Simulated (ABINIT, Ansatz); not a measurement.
# InGaN2 (P3m1): G0W0 with ABINIT, start to end, part 2 of 3

Wanted: ground state, empty states, screening and self-energy for InGaN2 (P3m1).

ABINIT 10.8.3; LDA and many-body steps on it, plane waves. Known limits of the many-body steps: not at the basis limit; exchange with frozen shells missing; screening runs away on this mesh; no spin-orbit coupling; coarse k mesh.

So far. Step 2 (Ground state): The gap is direct, at Γ.

**3. Bands along the symmetry lines**

Level of this step: DFT, LDA, plane waves, norm-conserving pseudopotentials (ABINIT).

Levels along a band path, at the cheap level, show where the edges lie and whether the meshes to come will hold them.

File run.abi:

```
acell 3*1.0 Angstrom
rprim 
  3.399288205422 -0.000000000005 0.000000000000
  -1.699644102707 2.943869940683 0.000000000000
  0.000000000000 0.000000000000 5.551613000000
ntypat 3
znucl 49 31 7
natom 4
typat 1 2 3 3
xred 
  0.000000000000 0.000000000000 0.998402000000
  0.666666666667 0.333333333333 0.495356000000
  0.666666666667 0.333333333333 0.145617000000
  0.000000000000 0.000000000000 0.602224000000
pp_dirpath "pseudos"
pseudos "In.upf, Ga.upf, N.upf"
ecut 36
iscf -2
irdden 1
kptopt 0
nkpt 75
kpt 
  0.00000000 0.00000000 0.00000000
  0.06250000 0.00000000 0.00000000
  0.12500000 0.00000000 0.00000000
  0.18750000 0.00000000 0.00000000
  0.25000000 0.00000000 0.00000000
  0.31250000 0.00000000 0.00000000
  0.37500000 0.00000000 0.00000000
  0.43750000 0.00000000 0.00000000
  0.50000000 0.00000000 0.00000000
  0.47916667 0.04166667 0.00000000
  0.45833333 0.08333333 0.00000000
  0.43750000 0.12500000 0.00000000
  0.41666666 0.16666666 0.00000000
  0.39583333 0.20833333 0.00000000
  0.37500000 0.25000000 0.00000000
  0.35416666 0.29166666 0.00000000
  0.33333333 0.33333333 0.00000000
  0.29166666 0.29166666 0.00000000
  0.25000000 0.25000000 0.00000000
  0.20833333 0.20833333 0.00000000
  0.16666666 0.16666666 0.00000000
  0.12500000 0.12500000 0.00000000
  0.08333333 0.08333333 0.00000000
  0.04166667 0.04166667 0.00000000
  0.00000000 0.00000000 0.00000000
  0.00000000 0.00000000 0.06250000
  0.00000000 0.00000000 0.12500000
  0.00000000 0.00000000 0.18750000
  0.00000000 0.00000000 0.25000000
  0.00000000 0.00000000 0.31250000
  0.00000000 0.00000000 0.37500000
  0.00000000 0.00000000 0.43750000
  0.00000000 0.00000000 0.50000000
  0.06250000 0.00000000 0.50000000
  0.12500000 0.00000000 0.50000000
  0.18750000 0.00000000 0.50000000
  0.25000000 0.00000000 0.50000000
  0.31250000 0.00000000 0.50000000
  0.37500000 0.00000000 0.50000000
  0.43750000 0.00000000 0.50000000
  0.50000000 0.00000000 0.50000000
  0.47916667 0.04166667 0.50000000
  0.45833333 0.08333333 0.50000000
  0.43750000 0.12500000 0.50000000
  0.41666666 0.16666666 0.50000000
  0.39583333 0.20833333 0.50000000
  0.37500000 0.25000000 0.50000000
  0.35416666 0.29166666 0.50000000
  0.33333333 0.33333333 0.50000000
  0.29166666 0.29166666 0.50000000
  0.25000000 0.25000000 0.50000000
  0.20833333 0.20833333 0.50000000
  0.16666666 0.16666666 0.50000000
  0.12500000 0.12500000 0.50000000
  0.08333333 0.08333333 0.50000000
  0.04166667 0.04166667 0.50000000
  0.00000000 0.00000000 0.50000000
  0.50000000 0.00000000 0.50000000
  0.50000000 0.00000000 0.43750000
  0.50000000 0.00000000 0.37500000
  0.50000000 0.00000000 0.31250000
  0.50000000 0.00000000 0.25000000
  0.50000000 0.00000000 0.18750000
  0.50000000 0.00000000 0.12500000
  0.50000000 0.00000000 0.06250000
  0.50000000 0.00000000 0.00000000
  0.33333333 0.33333333 0.50000000
  0.33333333 0.33333333 0.43750000
  0.33333333 0.33333333 0.37500000
  0.33333333 0.33333333 0.31250000
  0.33333333 0.33333333 0.25000000
  0.33333333 0.33333333 0.18750000
  0.33333333 0.33333333 0.12500000
  0.33333333 0.33333333 0.06250000
  0.33333333 0.33333333 0.00000000
istwfk *1
nband 25
nbdbuf 2
tolwfr 1e-08
nstep 40
prtwf 0
prtvol 0
indata_prefix "in"
outdata_prefix "out"
tmpdata_prefix "tmp"
```

Run with:

```bash
OMP_NUM_THREADS=1 mpirun -n 4 abinit run.abi > log
```

Numbers of over 12 decimals in the logs are rounded to 6 here.

The log of the run:

```text
.Version 10.8.3 of ABINIT. v10.8.2 released Aug 2026.

 Symmetries : space group P3 m 1 (#156); Bravais hP (primitive hexag.)
[... echo of the input left out ...]
== DATASET  1 ==================================================================
-   mpi_nproc: 4, omp_nthreads: 1 (-1 if OMP is not activated)

--- !DatasetInfo
iteration_state: {dtset: 1, }
dimensions: {natom: 4, nkpt: 75, mband: 25, nsppol: 1, nspinor: 1, nspden: 1, mpw: 3899, }
cutoff_energies: {ecut:  36.0, pawecutdg:  -1.0, }
electrons: {nelect:   3.60000000E+01, charge:   0.00000000E+00, occopt:   1.00000000E+00, tsmear:   1.00000000E-02, }

 Real(R)+Recip(G) space primitive vectors, cartesian coordinates (Bohr,Bohr^-1):
 R(1)=  6.4237237  0.0000000  0.0000000  G(1)=  0.1556729  0.0898778  0.0000000
 R(2)= -3.2118619  5.5631079  0.0000000  G(2)=  0.0000000  0.1797556  0.0000000
 R(3)=  0.0000000  0.0000000 10.4910281  G(3)=  0.0000000  0.0000000  0.0953195
 Unit cell volume ucvol=  3.7490600E+02 bohr^3
 Angles (23,13,12)=  9.00000000E+01  9.00000000E+01  1.20000000E+02 degrees

 getcut: wavevector=  0.0000  0.0000  0.0000  ngfft=  36  36  60
         ecut(hartree)=     36.000   => boxcut(ratio)=   2.07491

--- Pseudopotential description ------------------------------------------------
- In Generated using ONCVPSP code by D. R. Hamann
- 49.00000  13.00000  180309                  znucl, zion, pspdat
12 -1012 2 -1 1894                            pspcod,pspxc,lmax,lloc,mmax
     nproj     2     2     2
  pspatm : epsatm=   25.24256259
         --- l  ekb(1:nproj) -->
             0    8.133624    1.226031
             1    5.976255    1.015318
             2   -4.092403   -1.250253
 pspatm: atomic psp has been read  and splines computed

- Ga Generated using ONCVPSP code by D. R. Hamann
- 31.00000  13.00000  180309                  znucl, zion, pspdat
12 -1012 2 -1 1858                            pspcod,pspxc,lmax,lloc,mmax
     nproj     2     2     2
  pspatm : epsatm=   24.58383104
         --- l  ekb(1:nproj) -->
[...]
pspatm: atomic psp has been read  and splines computed

- N Generated using ONCVPSP code by D. R. Hamann
-  7.00000   5.00000  180309                  znucl, zion, pspdat
12 -1012 1 -1 1058                            pspcod,pspxc,lmax,lloc,mmax
     nproj     2     2     0
  pspatm : epsatm=    5.30777321
         --- l  ekb(1:nproj) -->
[...]
pspatm: atomic psp has been read  and splines computed

--------------------------------------------------------------------------------

================================================================================
 prteigrs : about to open file out_EIG
 Non-SCF case, kpt    1 (  0.00000  0.00000  0.00000), residuals and eigenvalues=
  7.45E-09  4.12E-09  7.88E-09  8.73E-09  8.23E-09  3.94E-09  6.95E-09  2.18E-09
  8.73E-09  2.40E-09  6.99E-09  4.24E-09  6.72E-09  5.93E-09  4.08E-09  3.30E-09
[...]
Non-SCF case, kpt   74 (  0.33333  0.33333  0.06250), residuals and eigenvalues=
[...]
Non-SCF case, kpt   75 (  0.33333  0.33333  0.00000), residuals and eigenvalues=
[...]
-1.3930E-02  1.2566E-02  1.5058E-02  8.0723E-02  8.8667E-02  9.9418E-02
  3.5284E-01  4.0317E-01  4.0416E-01  4.5236E-01  4.8602E-01  5.2593E-01
[...]
--- !ResultsGS
iteration_state: {dtset: 1, }
comment   : Summary of ground state results
lattice_vectors:
- [  6.4237237,  -0.0000000,   0.0000000, ]
- [ -3.2118619,   5.5631079,   0.0000000, ]
- [  0.0000000,   0.0000000,  10.4910281, ]
lattice_lengths: [   6.42372,    6.42372,   10.49103, ]
lattice_angles: [ 90.000,  90.000, 120.000, ] # degrees, (23, 13, 12)
lattice_volume:   3.7490600E+02
convergence: {deltae:  0.000E+00, res2:  0.000E+00, residm:  9.979E-09, diffor:  0.000E+00, }
etotal    :  -1.63372695E+02
entropy   :   0.00000000E+00
fermie    :   1.84203326E-01
cartesian_stress_tensor: null
pressure_GPa: null
xred      :
- [  0.0000E+00,   0.0000E+00,   9.9840E-01, In]
- [  6.6667E-01,   3.3333E-01,   4.9536E-01, Ga]
- [  6.6667E-01,   3.3333E-01,   1.4562E-01,  N]
- [  0.0000E+00,   0.0000E+00,   6.0222E-01,  N]
cartesian_forces: null
force_length_stats: {min: null, max: null, mean: null, }

 Integrated electronic density in atomic spheres:
 ------------------------------------------------
 Atom  Sphere_radius  Integrated_density
[...]
================================================================================

 ----iterations are completed or convergence reached----

 Mean square residual over all n,k,spin=   58.497E-10; max=  99.795E-10
 reduced coordinates (array xred) for    4 atoms
[...]
0.666666666667      0.333333333333      0.145617000000
       0.000000000000      0.000000000000      0.602224000000

 cartesian coordinates (angstrom) at end:
    1      0.000000     0.000000     5.542742
    2      1.699644     0.981290     2.750025
    3      1.699644     0.981290     0.808409
    4      0.000000     0.000000     3.343315
 length scales=  1.889726125908  1.889726125908  1.889726125908 bohr
              =  1.000000000000  1.000000000000  1.000000000000 angstroms
 prteigrs : about to open file out_EIG
 Eigenvalues (hartree) for nkpt=  75  k points:
 kpt#   1, nband= 25, wtk=  1.00000, kpt=  0.0000  0.0000  0.0000 (reduced coord)
[...]
kpt#   2, nband= 25, wtk=  1.00000, kpt=  0.0625  0.0000  0.0000 (reduced coord)
[...]
kpt#   3, nband= 25, wtk=  1.00000, kpt=  0.1250  0.0000  0.0000 (reduced coord)
[...]
kpt#  74, nband= 25, wtk=  1.00000, kpt=  0.3333  0.3333  0.0625 (reduced coord)
[...]
0.57834
 kpt#  75, nband= 25, wtk=  1.00000, kpt=  0.3333  0.3333  0.0000 (reduced coord)
[...]
-0.29653   -0.29458   -0.23691   -0.21334   -0.01393    0.01257    0.01506    0.08072
   0.08867    0.09942    0.35284    0.40317    0.40416    0.45236    0.48602    0.52593
   0.57369

== END DATASET(S) ==============================================================
================================================================================

 -outvars: echo values of variables after computation  --------
            nband          25
             nkpt          75
          spgroup         156
 [... the other variables as echoed above ...]

 Calculation completed.
```

Elapsed: 42 s, on 4 MPI ranks of Arm Neoverse V1, shared host; peak memory 0.37 GiB; 2.8 min of CPU time.

Numbers from this step:

| Quantity | Value |
| --- | --- |
| gap | 0.2522 eV |
| k of the valence top | 0, 0, 0 |
| k of the conduction bottom | 0, 0, 0 |
| least direct gap | 0.2522 eV |

The gap is 0.252 eV, as in the run before at this level.

The electronic bands at the labelled points (eV, zero at the top of the highest filled band):

| point | band 15 | band 16 | band 17 | band 18 | band 19 | band 20 | band 21 | band 22 |
| --- | --- | --- | --- | --- | --- | --- | --- | --- |
| Γ | -1.15 | -0.30 | 0.00 | 0.00 | 0.25 | 3.08 | 7.28 | 8.78 |
| halfway | -2.68 | -1.93 | -0.76 | -0.43 | 2.66 | 4.71 | 6.39 | 7.45 |
| M | -3.80 | -2.57 | -2.06 | -0.87 | 3.86 | 4.67 | 5.00 | 7.21 |
| halfway | -3.85 | -3.18 | -2.19 | -1.61 | 4.80 | 4.87 | 5.71 | 6.96 |
| K | -4.60 | -2.82 | -2.60 | -2.31 | 4.59 | 5.96 | 5.99 | 7.30 |
| halfway | -3.28 | -2.28 | -0.95 | -0.83 | 3.18 | 5.34 | 6.59 | 6.73 |
| Γ | -1.15 | -0.30 | 0.00 | 0.00 | 0.25 | 3.08 | 7.28 | 8.78 |
| halfway | -1.05 | -1.05 | -0.11 | -0.11 | 1.58 | 3.10 | 6.85 | 8.81 |
| A | -0.91 | -0.91 | -0.27 | -0.27 | 2.45 | 3.05 | 6.31 | 8.36 |
| halfway | -2.18 | -1.65 | -1.55 | -0.88 | 3.34 | 4.32 | 6.10 | 7.18 |
| L | -2.11 | -2.09 | -1.54 | -1.47 | 3.19 | 3.69 | 6.00 | 7.58 |
| halfway | -3.13 | -2.56 | -1.82 | -1.28 | 4.08 | 4.42 | 6.35 | 7.22 |
| H | -3.88 | -3.42 | -1.74 | -1.18 | 5.06 | 5.31 | 5.76 | 6.78 |
| halfway | -2.23 | -1.97 | -1.58 | -1.42 | 3.62 | 4.87 | 6.05 | 7.10 |
| A | -0.91 | -0.91 | -0.27 | -0.27 | 2.45 | 3.05 | 6.31 | 8.36 |
| jump to L | -2.11 | -2.09 | -1.54 | -1.47 | 3.19 | 3.69 | 6.00 | 7.58 |
| halfway | -3.07 | -2.39 | -1.59 | -1.11 | 3.22 | 4.36 | 5.67 | 7.26 |
| M | -3.80 | -2.57 | -2.06 | -0.87 | 3.86 | 4.67 | 5.00 | 7.21 |
| jump to H | -3.88 | -3.42 | -1.74 | -1.18 | 5.06 | 5.31 | 5.76 | 6.78 |
| halfway | -4.41 | -2.74 | -2.26 | -1.85 | 5.12 | 5.55 | 5.76 | 7.18 |
| K | -4.60 | -2.82 | -2.60 | -2.31 | 4.59 | 5.96 | 5.99 | 7.30 |

The electronic bands as a text plot (rows in eV, shown from -8.0 to 6.3 only):

```
    6.0 |    +     ++++               +++++++  ++++++    ++  + ++
    5.4 |     ++  + + +++++                    ++++        ++++
    4.8 |   ++++++++++++   +                 ++++  ++      ++  ++
    4.2 |  +     +      ++  +        ++++   ++   +   +   ++
    3.6 |++   +++            +      + ++ ++++     +++++    ++
    3.0 |    +            +   ++++++++  ++++          +++++
    2.4 |  ++              +      ++                    +
    1.8 |                   +    +
    1.2 | +                  +  +
    0.6 |+                     +
    0.0 |***                **+****                     *
   -0.6 |*******          *****    ***                **
   -1.2 |**  *  ***     *** ************** ******* ***********
   -1.8 |* ** ***  *   *   ***      *******************   *****
   -2.4 | *  **********   ***    *    *******     ***    ****  **
   -3.0 |  **     ***** ** *      *         *** ***       *   * *
   -3.5 |   *** ***    ****        ***       *****   ****  ***
   -4.1 |    * *   ** * ***       *****        *   ** ***    **
   -4.7 |     **********              **          ****     **  **
   -5.3 |           ******       *     ***  *******      **  ****
   -5.9 |  *********      ***  **       **********        *****
   -6.5 |**                  **           **             *
   -7.1 |
   -7.7 |
         Γ      M    K        Γ   A       L    H       A|L M|H  K
```

**4. Empty states on the mesh, 3×3×2 mesh, 74 bands**

The sums over transitions need many empty states on a uniform mesh; this step solves for them.

File run.abi:

```
acell 3*1.0 Angstrom
rprim 
  3.399288205422 -0.000000000005 0.000000000000
  -1.699644102707 2.943869940683 0.000000000000
  0.000000000000 0.000000000000 5.551613000000
ntypat 3
znucl 49 31 7
natom 4
typat 1 2 3 3
xred 
  0.000000000000 0.000000000000 0.998402000000
  0.666666666667 0.333333333333 0.495356000000
  0.666666666667 0.333333333333 0.145617000000
  0.000000000000 0.000000000000 0.602224000000
pp_dirpath "pseudos"
pseudos "In.upf, Ga.upf, N.upf"
ecut 36
ngkpt 3 3 2
nshiftk 1
shiftk 0 0 0
kptopt 1
chksymbreak 0
iscf -2
irdden 1
istwfk *1
nband 74
nbdbuf 6
tolwfr 1e-09
nstep 60
prtvol 0
indata_prefix "in"
outdata_prefix "out"
tmpdata_prefix "tmp"
```

The log of the run:

```text
.Version 10.8.3 of ABINIT. v10.8.2 released Aug 2026.

 Symmetries : space group P3 m 1 (#156); Bravais hP (primitive hexag.)
[... echo of the input left out ...]
== DATASET  1 ==================================================================
-   mpi_nproc: 4, omp_nthreads: 1 (-1 if OMP is not activated)

--- !DatasetInfo
iteration_state: {dtset: 1, }
dimensions: {natom: 4, nkpt: 6, mband: 74, nsppol: 1, nspinor: 1, nspden: 1, mpw: 3882, }
cutoff_energies: {ecut:  36.0, pawecutdg:  -1.0, }
electrons: {nelect:   3.60000000E+01, charge:   0.00000000E+00, occopt:   1.00000000E+00, tsmear:   1.00000000E-02, }

 Real(R)+Recip(G) space primitive vectors, cartesian coordinates (Bohr,Bohr^-1):
 R(1)=  6.4237237  0.0000000  0.0000000  G(1)=  0.1556729  0.0898778  0.0000000
 R(2)= -3.2118619  5.5631079  0.0000000  G(2)=  0.0000000  0.1797556  0.0000000
 R(3)=  0.0000000  0.0000000 10.4910281  G(3)=  0.0000000  0.0000000  0.0953195
 Unit cell volume ucvol=  3.7490600E+02 bohr^3
 Angles (23,13,12)=  9.00000000E+01  9.00000000E+01  1.20000000E+02 degrees

 getcut: wavevector=  0.0000  0.0000  0.0000  ngfft=  36  36  60
         ecut(hartree)=     36.000   => boxcut(ratio)=   2.07491

--- Pseudopotential description ------------------------------------------------
- In Generated using ONCVPSP code by D. R. Hamann
- 49.00000  13.00000  180309                  znucl, zion, pspdat
12 -1012 2 -1 1894                            pspcod,pspxc,lmax,lloc,mmax
     nproj     2     2     2
  pspatm : epsatm=   25.24256259
         --- l  ekb(1:nproj) -->
             0    8.133624    1.226031
             1    5.976255    1.015318
             2   -4.092403   -1.250253
 pspatm: atomic psp has been read  and splines computed

- Ga Generated using ONCVPSP code by D. R. Hamann
- 31.00000  13.00000  180309                  znucl, zion, pspdat
12 -1012 2 -1 1858                            pspcod,pspxc,lmax,lloc,mmax
     nproj     2     2     2
  pspatm : epsatm=   24.58383104
         --- l  ekb(1:nproj) -->
[...]
pspatm: atomic psp has been read  and splines computed

- N Generated using ONCVPSP code by D. R. Hamann
-  7.00000   5.00000  180309                  znucl, zion, pspdat
12 -1012 1 -1 1058                            pspcod,pspxc,lmax,lloc,mmax
     nproj     2     2     0
  pspatm : epsatm=    5.30777321
         --- l  ekb(1:nproj) -->
[...]
pspatm: atomic psp has been read  and splines computed

--------------------------------------------------------------------------------

================================================================================
 prteigrs : about to open file out_EIG
 Non-SCF case, kpt    1 (  0.00000  0.00000  0.00000), residuals and eigenvalues=
  6.90E-10  8.07E-10  4.80E-10  8.38E-10  5.26E-10  2.67E-10  7.00E-10  2.09E-10
  3.45E-10  2.48E-10  6.06E-10  5.26E-10  2.99E-10  2.05E-10  3.81E-10  3.20E-10
  3.12E-10  5.31E-10  2.21E-10  3.72E-10  5.37E-10  2.08E-10  3.66E-10  2.97E-10
[...]
4.22E-07  4.04E-06
 -3.6543E-01 -3.5886E-01 -3.2298E-01 -3.2298E-01 -3.1826E-01 -3.1805E-01
 -3.1805E-01 -3.0623E-01 -3.0623E-01 -2.9278E-01 -2.9278E-01 -2.4181E-01
 -5.2865E-02  1.4198E-01  1.4198E-01  1.7332E-01  1.8420E-01  1.8420E-01
[...]
1.8034E+00  1.8034E+00  1.8300E+00  1.8571E+00  1.9476E+00  1.9476E+00
  1.9615E+00  1.9839E+00  1.9839E+00  1.9854E+00  1.9854E+00  2.0284E+00
  2.0356E+00  2.0356E+00
 prteigrs : prtvol=0 or 1, do not print more k-points.

--- !ResultsGS
iteration_state: {dtset: 1, }
comment   : Summary of ground state results
lattice_vectors:
- [  6.4237237,  -0.0000000,   0.0000000, ]
- [ -3.2118619,   5.5631079,   0.0000000, ]
- [  0.0000000,   0.0000000,  10.4910281, ]
lattice_lengths: [   6.42372,    6.42372,   10.49103, ]
lattice_angles: [ 90.000,  90.000, 120.000, ] # degrees, (23, 13, 12)
lattice_volume:   3.7490600E+02
convergence: {deltae:  0.000E+00, res2:  0.000E+00, residm:  9.994E-10, diffor:  0.000E+00, }
etotal    :  -1.63372695E+02
entropy   :   0.00000000E+00
fermie    :   1.84203326E-01
cartesian_stress_tensor: null
pressure_GPa: null
xred      :
- [  0.0000E+00,   0.0000E+00,   9.9840E-01, In]
- [  6.6667E-01,   3.3333E-01,   4.9536E-01, Ga]
- [  6.6667E-01,   3.3333E-01,   1.4562E-01,  N]
- [  0.0000E+00,   0.0000E+00,   6.0222E-01,  N]
cartesian_forces: null
force_length_stats: {min: null, max: null, mean: null, }

 Integrated electronic density in atomic spheres:
 ------------------------------------------------
 Atom  Sphere_radius  Integrated_density
[...]
================================================================================

 ----iterations are completed or convergence reached----

 Mean square residual over all n,k,spin=   51.864E-11; max=  99.940E-11
 reduced coordinates (array xred) for    4 atoms
[...]
0.666666666667      0.333333333333      0.145617000000
       0.000000000000      0.000000000000      0.602224000000

 cartesian coordinates (angstrom) at end:
    1      0.000000     0.000000     5.542742
    2      1.699644     0.981290     2.750025
    3      1.699644     0.981290     0.808409
    4      0.000000     0.000000     3.343315
 length scales=  1.889726125908  1.889726125908  1.889726125908 bohr
              =  1.000000000000  1.000000000000  1.000000000000 angstroms
 prteigrs : about to open file out_EIG
 Eigenvalues (hartree) for nkpt=   6  k points:
 kpt#   1, nband= 74, wtk=  0.05556, kpt=  0.0000  0.0000  0.0000 (reduced coord)
[...]
1.73661    1.77212    1.77212    1.78202    1.80345    1.80345    1.82995    1.85712
   1.94760    1.94760    1.96151    1.98390    1.98390    1.98544    1.98544    2.02837
   2.03555    2.03556
 prteigrs : prtvol=0 or 1, do not print more k-points.

== END DATASET(S) ==============================================================
================================================================================

 -outvars: echo values of variables after computation  --------
            nband          74
             nkpt           6
          spgroup         156
 [... the other variables as echoed above ...]

 Calculation completed.
```

Wall time 19 s (4 MPI ranks); peak memory 0.29 GiB.

This step gave:

```
gap                                                           : 0.2522 eV
k of the valence top                                          : 0, 0, 0
k of the conduction bottom                                    : 0, 0, 0
least direct gap                                              : 0.2522 eV
k points computed                                             : 6
lowest point of the top converged band, above the valence top : 44.24 eV
```

On this mesh the gap is 0.252 eV.

(Continued in part 3 of 3.)

[Paths, hosts, dates, memory and timing lines, banners, echoed tables and standing remarks are left out of the program output.]

[Logs are printed without paths, hosts, clocks, repeated set-up lines and the standing remarks that a program may print on its own settings, such as how far it seeks lower states.]

[Runs of the session that timed out or met a known fault of the program may be left out.]

[Hosts, paths, dates, database ids (printed as entryN), source tags and the programs' standing remarks are cut or masked in the printed files.]

[G0W0 gaps are taken among the corrected bands and points alone; a level outside them can change the order at an edge.]

[Where Ansatz stands beside ABINIT at settings called matched, ABINIT's density can come from a denser mesh and the files from another edition; pairs whose starting gaps differed by over 0.03 eV were left out, so agreement reads better than it is.]
